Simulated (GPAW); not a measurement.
# Ti K ELNES/XANES of BaTiO3 (P4mm) from DFT

Aim: the near-edge shape at the Ti K edge of BaTiO3 (P4mm), and what the core hole does to it.

Main program and level: GPAW 26.7.0; X-ray absorption from dipole matrix elements to empty bands, plane-wave PAW LDA+U.

An experiment to compare with: “Dielectric response of BaTiO3 electronic states under AC fields via microsecond time-resolved X-ray absorption spectroscopy” (2021, arxiv:2101.12483). The Ti K-edge X-ray absorption of an epitaxial barium titanate film was recorded with microsecond time resolution while a triangular AC voltage was applied. Changes in the pre-edge, shoulder and main-peak intensities were followed and compared with reference powders and multiple-scattering simulations. It reports Ti K-edge features by XANES, partial fluorescence yield on 650 nm epitaxial PLD film and standard powder; hump nearly flat in the film; the values are set beside the results at the end.

The database entry behind the starting cell differs from later determinations by our own check (c/a about 0.6 % short), so it need not match the best structure at ambient conditions.

## Step 1: The structure

It takes space group P4mm (No. 99, tetragonal). Conventional cell: a = 4.000 Å, b = 4.000 Å, c = 4.018 Å, α = 90.00°, β = 90.00°, γ = 90.00°. Nearest to Ba lie 12 O at 2.79 to 2.88 Å. Nearest to Ti lie 6 O at 1.89 to 2.13 Å. Nearest to O lie 2 Ti at 2.00 Å and 4 Ba at 2.79 to 2.88 Å. Nearest to O lie 2 Ti at 1.89 to 2.13 Å and 4 Ba at 2.83 Å. Farther neighbours and most contacts between anions are not listed.

As a file:

```cif
data_structure
_symmetry_space_group_name_H-M 'P 1'
_symmetry_Int_Tables_number 1
_cell_length_a 3.9998
_cell_length_b 3.9998
_cell_length_c 4.0180
_cell_angle_alpha 90.000
_cell_angle_beta 90.000
_cell_angle_gamma 90.000
_cell_volume 64.28
loop_
_atom_site_label
_atom_site_type_symbol
_atom_site_fract_x
_atom_site_fract_y
_atom_site_fract_z
_atom_site_occupancy
Ba1 Ba 0.00000 0.00000 0.00000 1
Ti2 Ti 0.50000 0.50000 0.49000 1
O3 O 0.00000 0.50000 0.51700 1
O4 O 0.50000 0.00000 0.51700 1
O5 O 0.50000 0.50000 0.01900 1
```

## Step 2: Ground state of the crystal

The ground state comes first: it tells whether the system has a gap, which decides how the excited electron is treated.

File scf.py:

```python
import numpy as np
from ase import Atoms
from ase.parallel import parprint, paropen
from gpaw import GPAW, PW, FermiDirac, Mixer, MixerDif, setup_paths
from gpaw.test import gen
setup_paths.insert(0, '.')
gen('Ti', name='nch1s', xcname='LDA', corehole=(1, 0, 0), write_xml=True)
from gpaw.mpi import world
world.barrier()

atoms = Atoms('BaTiO3',
    cell=[[3.9998, 0, 0],
     [0, 3.9998, 0],
     [0, 0, 4.018]],
    scaled_positions=[[0, 0, 0],
     [0.5, 0.5, 0.49],
     [0, 0.5, 0.517],
     [0.5, 0, 0.517],
     [0.5, 0.5, 0.019]],
    pbc=True)
atoms.calc = calc = GPAW(legacy_gpaw=True, mode=PW(500, force_complex_dtype=True), xc='LDA', setups={'Ti': ':d,2', 1: 'nch1s:d,2'},
    kpts={'size': (6, 6, 6), 'gamma': True}, occupations=FermiDirac(0.05),
    charge=0, mixer=Mixer(0.05, 8, 50), maxiter=150,
    convergence={'density': 0.0001, 'eigenstates': 1e-6}, txt='scf.txt')
energy = atoms.get_potential_energy() + calc.get_reference_energy()
ef = calc.get_fermi_level()
out = dict(energy=energy, fermi=ef, forces=atoms.get_forces().tolist())
parprint(f'all-electron energy {energy:.4f} eV, Fermi level {ef:.4f} eV')
ev = np.array([[calc.get_eigenvalues(k, s) for k in range(len(calc.get_ibz_k_points()))] for s in range(calc.get_number_of_spins())])
out['homo'], out['lumo'], out['counts'] = ev[ev < ef].max(), ev[ev > ef].min(), sorted(set((ev < ef).sum((0, 2)).tolist()))
out['filled'] = (ev[:, 0] < ef).sum(1).tolist()
import json
with paropen('out.json', 'w') as f:
    json.dump(out, f)
```

The run is started by

```console
> OMP_NUM_THREADS=1 mpirun -n 4 gpaw python scf.py
```

Numbers of over 12 decimals in the logs are rounded to 6 here.

The log of the run:

```text
Input parameters:
  convergence: {density: 0.0001,
                eigenstates: 1e-06}
  kpts: {gamma: True,
         size: (6, 6, 6)}
  maxiter: 150
  mixer: {backend: pulay,
          beta: 0.05,
          method: separate,
          nmaxold: 8,
          weight: 50}
  mode: {ecut: 500.0,
         force_complex_dtype: True,
         name: pw}
  occupations: {fixmagmom: False,
                name: fermi-dirac,
                width: 0.05}
  setups: {1: nch1s:d,2,
           Ti: :d,2}

Initialize ...

[... PAW data sets ...]

Reference energy: -250365.446810  # eV

Spin-paired calculation

[... convergence settings ...]
Symmetries present (total): 8
  [... symmetry matrices ...]

216 k-points: 6 x 6 x 6 Monkhorst-Pack grid + [1/12,1/12,1/12]
40 k-points in the irreducible part of the Brillouin zone
       k-points in crystal coordinates                weights
   0:     0.00000000    0.00000000    0.00000000          1/216
   1:     0.00000000    0.00000000    0.16666667          2/216
   2:     0.00000000    0.00000000    0.33333333          2/216
   3:     0.00000000    0.00000000    0.50000000          1/216
   4:     0.16666667    0.00000000    0.00000000          4/216
   5:     0.16666667    0.00000000    0.16666667          8/216
   6:     0.16666667    0.00000000    0.33333333          8/216
   7:     0.16666667    0.00000000    0.50000000          4/216
   8:     0.16666667    0.16666667    0.00000000          4/216
   9:     0.16666667    0.16666667    0.16666667          8/216
          ...
  39:     0.50000000    0.50000000    0.50000000          1/216

Wave functions: Plane wave expansion
  Cutoff energy: 500.000 eV
  Number of coefficients (min, max): 1616, 1647
  Pulay-stress correction: 0.000000 eV/Ang^3 (de/decut=0.000000)
  Using FFTW library
  Wavefunction extrapolation:
    Improved wavefunction reuse through dual PAW basis

Occupation numbers: Fermi-Dirac:
  width: 0.0500  # eV

Eigensolver
   Davidson(niter=2)

Densities:
  Coarse grid: 21*21*21 grid
  Fine grid: 42*42*42 grid
  Total Charge: 0.000000

Density mixing:
  Method: separate
  Backend: pulay
  Linear mixing parameter: 0.05
  old densities: 8
  Width of damping distribution: 1.1
  Damping of long wavelength oscillations: 50

[... Hamiltonian set-up ...]
Number of atoms: 5
Number of atomic orbitals: 30
Number of bands in calculation: 28
Number of valence electrons: 40
Bands to converge: occupied

... initialized

Initializing position-dependent things.

Density initialized from atomic densities
Creating initial wave functions:
  28 bands from LCAO basis set

Positions:
   0 Ba     0.000000    0.000000    0.000000    ( 0.0000,  0.0000,  0.0000)
   1 Ti     1.999900    1.999900    1.968820    ( 0.0000,  0.0000,  0.0000)
   2 O      0.000000    1.999900    2.077306    ( 0.0000,  0.0000,  0.0000)
   3 O      1.999900    0.000000    2.077306    ( 0.0000,  0.0000,  0.0000)
   4 O      1.999900    1.999900    0.076342    ( 0.0000,  0.0000,  0.0000)

Unit cell:
           periodic     x           y           z      points  spacing
  1. axis:    yes    3.999800    0.000000    0.000000    21     0.1905
  2. axis:    yes    0.000000    3.999800    0.000000    21     0.1905
  3. axis:    yes    0.000000    0.000000    4.018000    21     0.1913

  Lengths:   3.999800   3.999800   4.018000
  Angles:   90.000000  90.000000  90.000000

Effective grid spacing dv^(1/3) = 0.1908

iter:   1   -46.502339
iter:   2   -44.777469   -0.87  -0.95
iter:   3   -41.123145   -0.84  -1.02
iter:   4   -41.121112   -2.16  -1.39
iter:   5   -41.211666   -1.90  -1.42
iter:   6   -41.299093   -1.56  -1.69
iter:   7   -41.278783   -3.02  -1.69
iter:   8   -41.241854   -3.77  -1.69
iter:   9   -41.015131   -2.19  -1.72
iter:  10   -41.014707   -3.44  -2.76
iter:  11   -41.015598c  -3.87  -2.93
iter:  12   -41.015354c  -4.54  -2.79
iter:  13   -41.014716c  -4.74  -2.85
iter:  14   -41.014224c  -4.93  -3.05
iter:  15   -41.014416c  -4.78  -3.49
iter:  16   -41.014280c  -5.68  -3.20
iter:  17   -41.014209c  -5.59  -3.40
iter:  18   -41.014209c  -7.21c -4.24c

Converged after 18 iterations.

Dipole moment: (-0.000000, -0.000000, -2.707171) |e|*Ang

Energy contributions relative to reference atoms: (reference = -250365.446810)

Kinetic:        +28.194669
Potential:      -30.683307
External:        +0.000000
XC:             -38.730098
Entropy (-ST):   -0.000000
Local:           +0.204525
SIC:             +0.000000
--------------------------
Free energy:    -41.014209
Extrapolated:   -41.014209

Showing only first 2 kpts
 Kpt  Band  Eigenvalues  Occupancy
  0    18      7.08992    2.00000
  0    19      7.08992    2.00000
  0    20      9.36011    0.00000
  0    21      9.54999    0.00000

  1    18      6.97403    2.00000
  1    19      6.97403    2.00000
  1    20      9.40278    0.00000
  1    21     10.00993    0.00000

Fermi level: 8.37988

Gap: 1.981 eV
Transition (v -> c):
  (s=0, k=39, n=19, [0.50, 0.50, 0.50]) -> (s=0, k=0, n=20, [0.00, 0.00, 0.00])
Direct/indirect transitions are different
Direct gap: 2.270 eV
Transition at: (s=0, k=0, n=19, [0.00, 0.00, 0.00])

Forces in eV/Ang:
  0 Ba    0.00000    0.00000    0.01412
  1 Ti    0.00000    0.00000    0.08717
  2 O     0.00000    0.00000   -0.11644
  3 O     0.00000    0.00000   -0.11644
  4 O     0.00000    0.00000    0.14757
Scalar-relativistic atomic LDA calculation for Ti (Titanium, Z=22)
Core hole in 1s state (1s occupation: 2.0)
600 radial gridpoints.
|------------------------------------------------|
|------------------------------------------------|
[... the atom generator's iteration count ...]

Energy contributions:
-------------------------
Kinetic:     +858.169401
XC:           -40.035523
Potential:  -1669.760805
-------------------------
Total:       -851.626927

state      eigenvalue         ekin         rmax
-----------------------------------------------
1s^2.0 :  -178.412898   235.142209        0.046
2s^2.0 :   -19.674824    40.676506        0.270
2p^6.0 :   -16.315972    39.591103        0.219
3s^2.0 :    -2.287902     8.427789        0.869
3p^6.0 :    -1.425558     7.161594        0.900
3d^2.0 :    -0.164024     3.704740        0.977
4s^2.0 :    -0.168799     0.875365        2.882
4p^0.0 :    -0.056429     0.465286        3.811
-----------------------------------------------
(units: Bohr and Hartree)

Generating PAW setup
Kinetic energy of the core from tauc = 793.509929
Cutoffs:
rc(s)=2.400
rc(p)=2.000
rc(d)=2.000
rc(vbar)=1.800
rc(comp)=2.300
rc(nct)=2.400

Kinetic energy of the core states: 789.184048
Charge: 0.0
Core electrons: 10.0
Valence electrons: 12.0
Pseudo-core charge: 0.000001
Shape function alpha=1.890
Pseudo-electron charge 6.382666
state    eigenvalue         norm
--------------------------------
3s(2) :    -2.287902     0.302066
4s(2) :    -0.168799     0.990650
3p(6) :    -1.425558     0.436626
4p(0) :    -0.056429     0.981035
3d(2) :    -0.164024     0.588737
*d    :     0.835976
--------------------------------

Diagonalizing with gridspacing h=0.050

state   all-electron     PAW
-------------------------------
3s:      -2.287902    -2.288205
3p:      -1.425558    -1.426242
3d:      -0.164024    -0.164519
*f:                    0.065395
-------------------------------
all-electron energy -250406.4610 eV, Fermi level 8.3799 eV
```

Wall time 12 s (4 MPI ranks of Intel Xeon Platinum 8488C (Sapphire Rapids), shared host); peak memory 0.2 GiB; 45 s of CPU time.

The mesh shows a gap of 1.98 eV, so the hole is first treated in a charged cell, without the excited electron.

## Step 3: Spectrum without a core hole, Ti atom 2

Without a hole the spectrum is the empty density of states of the right symmetry on the absorber, weighted by matrix elements. It needs only the small cell and serves as the baseline. The data set with a hole of occupation 0 only carries the core orbital.

The absorber has 1 O at 1.89 Å, 4 O at 2.00 Å and 1 O at 2.13 Å (distorted octahedral, site symmetry 4mm).

File xas.py:

```python
import numpy as np
from ase import Atoms
from ase.parallel import parprint, paropen
from gpaw import GPAW, PW, FermiDirac, Mixer, MixerDif, setup_paths
from gpaw.test import gen
setup_paths.insert(0, '.')
gen('Ti', name='nch1s', xcname='LDA', corehole=(1, 0, 0), write_xml=True)
from gpaw.mpi import world
world.barrier()

atoms = Atoms('BaTiO3',
    cell=[[3.9998, 0, 0],
     [0, 3.9998, 0],
     [0, 0, 4.018]],
    scaled_positions=[[0, 0, 0],
     [0.5, 0.5, 0.49],
     [0, 0.5, 0.517],
     [0.5, 0, 0.517],
     [0.5, 0.5, 0.019]],
    pbc=True)
atoms.calc = calc = GPAW(legacy_gpaw=True, mode=PW(500, force_complex_dtype=True), xc='LDA', setups={'Ti': ':d,2', 1: 'nch1s:d,2'},
    kpts={'size': (6, 6, 6), 'gamma': True}, occupations=FermiDirac(0.02),
    charge=0, mixer=Mixer(0.05, 8, 50), maxiter=150,
    convergence={'density': 0.0001, 'eigenstates': 1e-6}, txt='scf.txt')
energy = atoms.get_potential_energy() + calc.get_reference_energy()
ef = calc.get_fermi_level()
out = dict(energy=energy, fermi=ef, forces=atoms.get_forces().tolist())
parprint(f'all-electron energy {energy:.4f} eV, Fermi level {ef:.4f} eV')
ev = np.array([[calc.get_eigenvalues(k, s) for k in range(len(calc.get_ibz_k_points()))] for s in range(calc.get_number_of_spins())])
out['homo'], out['lumo'], out['counts'] = ev[ev < ef].max(), ev[ev > ef].min(), sorted(set((ev < ef).sum((0, 2)).tolist()))
out['filled'] = (ev[:, 0] < ef).sum(1).tolist()

from ase.units import Ha
from gpaw.xas import dipole_matrix_elements
nb = int(calc.get_number_of_electrons() / 2) + 47
top, nb = nb, nb + 8 + nb // 12
nscf = calc.fixed_density(kpts={'size': (6, 6, 6), 'gamma': True}, nbands=nb,
    convergence={'bands': top, 'eigenstates': 5e-3}, maxiter=60, txt='nscf.txt')
cell = atoms.cell.array
ops = [cell.T @ U.T @ np.linalg.inv(cell.T) for U in nscf.wfs.kd.symmetry.op_scc]
filled = [20]  # bands filled in the ground state, by spin
E = np.arange(-25, 34, 0.1)
fwhm = np.interp(E, [4, 25], [0.94, 3.5])
Y, X, zero, highest = 0, 0, 1e9, 1e9
for spin in range(nscf.get_number_of_spins()):
    wfs = nscf.wfs
    mine = wfs.bd.get_slice()  # this rank's bands
    A = dipole_matrix_elements(wfs.setups[1])
    eps = np.zeros((wfs.kd.nibzkpts, nb))
    d = np.zeros((3, A.shape[1], wfs.kd.nibzkpts, nb), complex)
    for kpt in wfs.kpt_u:
        if kpt.s == spin and 1 in kpt.P_ani:
            eps[kpt.k, mine] = kpt.eps_n * Ha
            d[:, :, kpt.k, mine] = (kpt.weight * wfs.nspins / 2) ** 0.5 * np.inner(A, kpt.P_ani[1])
    world.sum(eps)
    world.sum(d)
    T = np.einsum('amkn,bmkn->abkn', d, d.conj()).real
    T = sum(np.einsum('ai,ijkn,bj->abkn', R, T, R) for R in ops) / len(ops)
    empty = np.ones_like(eps, bool) & (np.arange(nb) >= filled[spin])
    zero, highest = min(zero, eps[empty].min()), min(highest, eps[:, top - 1].min())
    lines = [(eps, T, empty)] if spin == 0 else lines + [(eps, T, empty)]
for eps, T, empty in lines:
    f = np.einsum('aakn->akn', T).reshape(3, -1)
    x = eps.ravel() - zero
    w = np.interp(x, E, fwhm) / 2.35482
    g = np.exp(-0.5 * ((E[:, None] - x) / w) ** 2) / (w * (2 * np.pi) ** 0.5)
    Y = Y + (f * empty.ravel()) @ g.T
    X = X + (f * ~empty.ravel()) @ g.T
out.update(E=E.round(2).tolist(), xas=Y.tolist(), xes=X.tolist(), zero=zero, valid=highest - zero, nk=len(eps), nb=nb)
for i in range(0, len(E), 10):
    parprint(f'{E[i]:7.2f}', *(f'{v:10.3e}' for v in Y[:, i]))
import json
with paropen('out.json', 'w') as f:
    json.dump(out, f)
```

The run is started by

```console
> OMP_NUM_THREADS=1 mpirun -n 4 gpaw python xas.py
```

The log of the run:

```text
Input parameters:
  convergence: {density: 0.0001,
                eigenstates: 1e-06}
  kpts: {gamma: True,
         size: (6, 6, 6)}
  maxiter: 150
  mixer: {backend: pulay,
          beta: 0.05,
          method: separate,
          nmaxold: 8,
          weight: 50}
  mode: {ecut: 500.0,
         force_complex_dtype: True,
         name: pw}
  occupations: {fixmagmom: False,
                name: fermi-dirac,
[...]
*d    :     0.835976
--------------------------------

Diagonalizing with gridspacing h=0.050

state   all-electron     PAW
-------------------------------
3s:      -2.287902    -2.288205
3p:      -1.425558    -1.426242
3d:      -0.164024    -0.164519
*f:                    0.065395
-------------------------------
all-electron energy -250406.4610 eV, Fermi level 8.2401 eV
[...]
32.00  5.166e-07  5.166e-07  4.780e-07
  33.00  4.823e-07  4.823e-07  4.379e-07
[key lines of the parts left out:]
Converged after 18 iterations.
Dipole moment: (-0.000000, -0.000000, -2.707171) |e|*Ang
Free energy:    -41.014209
Fermi level: 8.24011
```

Wall time 22 s (4 MPI ranks); peak memory 0.26 GiB.

The Ti K spectrum, Ti atom 2, no core hole (energy from the lowest empty level; intensity scaled to a mean of 1 over the first 20 eV; polarised curves are means over the symmetry-equivalent atoms):

| E (eV) | isotropic | ε ⊥ c | ε ∥ c |
| --- | --- | --- | --- |
| -2.00 | 0.00 | 0.00 | 0.00 |
| -1.25 | 0.00 | 0.00 | 0.00 |
| -0.50 | 0.00 | 0.00 | 0.00 |
| 0.25 | 0.02 | 0.02 | 0.01 |
| 1.00 | 0.04 | 0.04 | 0.04 |
| 1.75 | 0.09 | 0.08 | 0.10 |
| 2.50 | 0.18 | 0.13 | 0.27 |
| 3.25 | 0.43 | 0.36 | 0.58 |
| 4.00 | 0.41 | 0.35 | 0.54 |
| 4.75 | 0.48 | 0.39 | 0.66 |
| 5.50 | 0.31 | 0.28 | 0.37 |
| 6.25 | 0.16 | 0.17 | 0.15 |
| 7.00 | 0.15 | 0.16 | 0.13 |
| 7.75 | 0.11 | 0.12 | 0.10 |
| 8.50 | 0.11 | 0.11 | 0.10 |
| 9.25 | 0.12 | 0.13 | 0.12 |
| 10.00 | 0.26 | 0.26 | 0.26 |
| 10.75 | 0.72 | 0.70 | 0.74 |
| 11.50 | 1.49 | 1.45 | 1.58 |
| 12.25 | 2.08 | 2.02 | 2.20 |
| 13.00 | 2.15 | 2.13 | 2.21 |
| 13.75 | 2.05 | 2.06 | 2.02 |
| 14.50 | 1.97 | 2.00 | 1.93 |
| 15.25 | 1.88 | 1.89 | 1.85 |
| 16.00 | 1.81 | 1.81 | 1.79 |
| 16.75 | 1.88 | 1.90 | 1.83 |
| 17.50 | 2.05 | 2.09 | 1.98 |
| 18.25 | 2.13 | 2.18 | 2.03 |
| 19.00 | 2.03 | 2.09 | 1.92 |
| 19.75 | 1.85 | 1.91 | 1.73 |
| 20.50 | 1.71 | 1.76 | 1.60 |
| 21.25 | 1.71 | 1.76 | 1.62 |
| 22.00 | 1.83 | 1.87 | 1.75 |
| 22.75 | 1.95 | 1.99 | 1.88 |
| 23.50 | 2.01 | 2.04 | 1.94 |
| 24.25 | 2.05 | 2.09 | 1.98 |
| 25.00 | 2.11 | 2.14 | 2.03 |
| 25.75 | 2.13 | 2.18 | 2.05 |
| 26.50 | 2.06 | 2.11 | 1.97 |
| 27.25 | 1.89 | 1.93 | 1.80 |
| 28.00 | 1.67 | 1.71 | 1.59 |
| 28.75 | 1.50 | 1.53 | 1.43 |
| 29.50 | 1.41 | 1.44 | 1.35 |
| 30.25 | 1.39 | 1.42 | 1.34 |
| 31.00 | 1.39 | 1.42 | 1.33 |
| 31.75 | 1.37 | 1.41 | 1.31 |

Main maxima below 30 eV (height): 4.8 eV (0.48), 12.7 eV (2.17), 18.2 eV (2.13) and 25.7 eV (2.14). A K edge sees empty p states. The weak features of the first eV are p character mixed into the empty d bands; the main 4p edge lies above them.

The same matrix elements for filled bands give the Ti K emission of Ti atom 2 (ground-state approximation; energy from the lowest empty level, largest value 1):

| E (eV) | emission |
| --- | --- |
| -24.00 | 0.00 |
| -23.25 | 0.00 |
| -22.50 | 0.00 |
| -21.75 | 0.00 |
| -21.00 | 0.00 |
| -20.25 | 0.00 |
| -19.50 | 0.01 |
| -18.75 | 0.17 |
| -18.00 | 0.80 |
| -17.25 | 0.28 |
| -16.50 | 0.00 |
| -15.75 | 0.00 |
| -15.00 | 0.00 |
| -14.25 | 0.00 |
| -13.50 | 0.00 |
| -12.75 | 0.00 |
| -12.00 | 0.02 |
| -11.25 | 0.01 |
| -10.50 | 0.00 |
| -9.75 | 0.00 |
| -9.00 | 0.00 |
| -8.25 | 0.00 |
| -7.50 | 0.00 |
| -6.75 | 0.03 |
| -6.00 | 0.24 |
| -5.25 | 0.71 |
| -4.50 | 0.83 |
| -3.75 | 0.27 |
| -3.00 | 0.20 |
| -2.25 | 0.07 |
| -1.50 | 0.00 |
| -0.75 | 0.00 |
| 0.00 | 0.00 |
| 0.75 | 0.00 |
| 1.50 | 0.00 |
| 2.25 | 0.00 |
| 3.00 | 0.00 |

Emission maxima: -17.8 eV (0.82) and -4.8 eV (1.00).

## Step 4: Reference energy of the supercell

The photon energy needs a difference of total energies, so the cell and mesh of the coming hole run are first run without a hole.

scf.py, as its differences from that of step 2:

```diff
@@ -10,14 +10,19 @@
 
-atoms = Atoms('BaTiO3',
-    cell=[[3.9998, 0, 0],
-     [0, 3.9998, 0],
-     [0, 0, 4.018]],
+atoms = Atoms('Ba2Ti2O6',
+    cell=[[-3.9998, 3.9998, 0],
+     [-3.9998, -3.9998, 0],
+     [3.9998, 0, 4.018]],
     scaled_positions=[[0, 0, 0],
-     [0.5, 0.5, 0.49],
-     [0, 0.5, 0.517],
-     [0.5, 0, 0.517],
-     [0.5, 0.5, 0.019]],
+     [0.5, 0.5, 0],
+     [0.245, 0.745, 0.49],
+     [0.745, 0.245, 0.49],
+     [0.5085, 0.0085, 0.517],
+     [0.0085, 0.5085, 0.517],
+     [0.0085, 0.0085, 0.517],
+     [0.5085, 0.5085, 0.517],
+     [0.0095, 0.5095, 0.019],
+     [0.5095, 0.0095, 0.019]],
     pbc=True)
-atoms.calc = calc = GPAW(legacy_gpaw=True, mode=PW(500, force_complex_dtype=True), xc='LDA', setups={'Ti': ':d,2', 1: 'nch1s:d,2'},
-    kpts={'size': (6, 6, 6), 'gamma': True}, occupations=FermiDirac(0.05),
+atoms.calc = calc = GPAW(legacy_gpaw=True, mode=PW(500, force_complex_dtype=True), xc='LDA', setups={'Ti': ':d,2', 2: 'nch1s:d,2'},
+    kpts={'size': (5, 5, 5), 'gamma': True}, occupations=FermiDirac(0.02),
     charge=0, mixer=Mixer(0.05, 8, 50), maxiter=150,
```

The run is started by

```console
> OMP_NUM_THREADS=1 mpirun -n 4 gpaw python scf.py
```

The log of the run:

```text
Input parameters:
  convergence: {density: 0.0001,
                eigenstates: 1e-06}
  kpts: {gamma: True,
         size: (5, 5, 5)}
  maxiter: 150
  mixer: {backend: pulay,
          beta: 0.05,
          method: separate,
          nmaxold: 8,
          weight: 50}
  mode: {ecut: 500.0,
         force_complex_dtype: True,
         name: pw}
  occupations: {fixmagmom: False,
                name: fermi-dirac,
[...]
4s(2) :    -0.168799     0.990650
3p(6) :    -1.425558     0.436626
4p(0) :    -0.056429     0.981035
3d(2) :    -0.164024     0.588737
*d    :     0.835976
--------------------------------

Diagonalizing with gridspacing h=0.050

state   all-electron     PAW
-------------------------------
3s:      -2.287902    -2.288205
3p:      -1.425558    -1.426242
3d:      -0.164024    -0.164519
*f:                    0.065395
-------------------------------
all-electron energy -500812.9310 eV, Fermi level 8.2379 eV
[key lines of the parts left out:]
Converged after 17 iterations.
Dipole moment: (3.802297, -0.000000, -5.413826) |e|*Ang
Free energy:    -82.037370
Fermi level: 8.23785
```

Elapsed: 32 s, on 4 MPI ranks; peak memory 0.27 GiB.

Reference energy: -500812.931 eV with the cores included.

[end of part 1 of 3]

[Banner, clock and machine lines of the logs are left out without a mark of their own.]

[Logs are printed without paths, hosts, clocks, repeated set-up lines and the standing remarks that a program may print on its own settings, such as how far it seeks lower states.]

[Hosts, paths, dates, database ids (printed as entryN), source tags and the programs' standing remarks are cut or masked in the printed files.]

[Lists of maxima count a maximum above −3 eV only where it reaches 4 % of the highest in the window and stands out from its surroundings by 2 % of it (1.5 % where it reaches 55 %); shoulders and weaker maxima are passed over, and of the rest the first, up to two pre-edge ones and the few strongest are named.]
